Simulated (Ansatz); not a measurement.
Consider TcF2 (1T sheet).

The cell holds 3 atoms: 1 Tc and 2 F. Its edges and angles: a = 2.835 Å, b = 2.835 Å, c = 28.981 Å, α = 90.0°, β = 90.0°, γ = 120.0°. Vacuum lies along c.

```
Tc F
1.0
     0.00000    2.00436    2.00436
     2.00436   -2.00436    0.00000
    16.73236   16.73236  -16.73236
Tc F
1 2
Direct
  0.00000 0.00000 0.32074
  0.33333 0.66667 0.37003
  0.66667 0.33333 0.27144
```

The structure was relaxed with PBE. The structure was generated from a model, not taken from a measurement. The runs that relaxed it are not among those shown. The program's search for lower electronic states was switched off, so nothing shows that the state found is the lowest. PAW set soft_2, made with PBE.

A constrained-RPA run (Ansatz 0.2.0; non-magnetic PBE; Tc d, bands v3 to c2, 6×6×1 mesh, medium accuracy) builds 5 functions on bands 5.3 eV wide, with 5.0 electrons in the window. The bare on-site interaction is 13.8 eV and the bare J 0.49 eV.

**Question.** Estimate U, U′ and J.

On the Tc d shell, U = 5.45 eV (40 % of the bare value), U′ = 4.69 eV, J = 0.37 eV.

The parent state is non-magnetic and the interaction static (zero frequency); U depends on the window and the orbitals, so it belongs to this model alone.

[Paths, hosts, dates, memory and timing lines, banners, echoed tables and standing remarks are left out of the program output.]

[Logs are printed without paths, hosts, clocks, repeated set-up lines and the standing remarks that a program may print on its own settings, such as how far it seeks lower states.]

[Runs of the session that timed out or met a known fault of the program may be left out.]

[Hosts, paths, dates, database ids (printed as entryN), source tags and the programs' standing remarks are cut or masked in the printed files.]
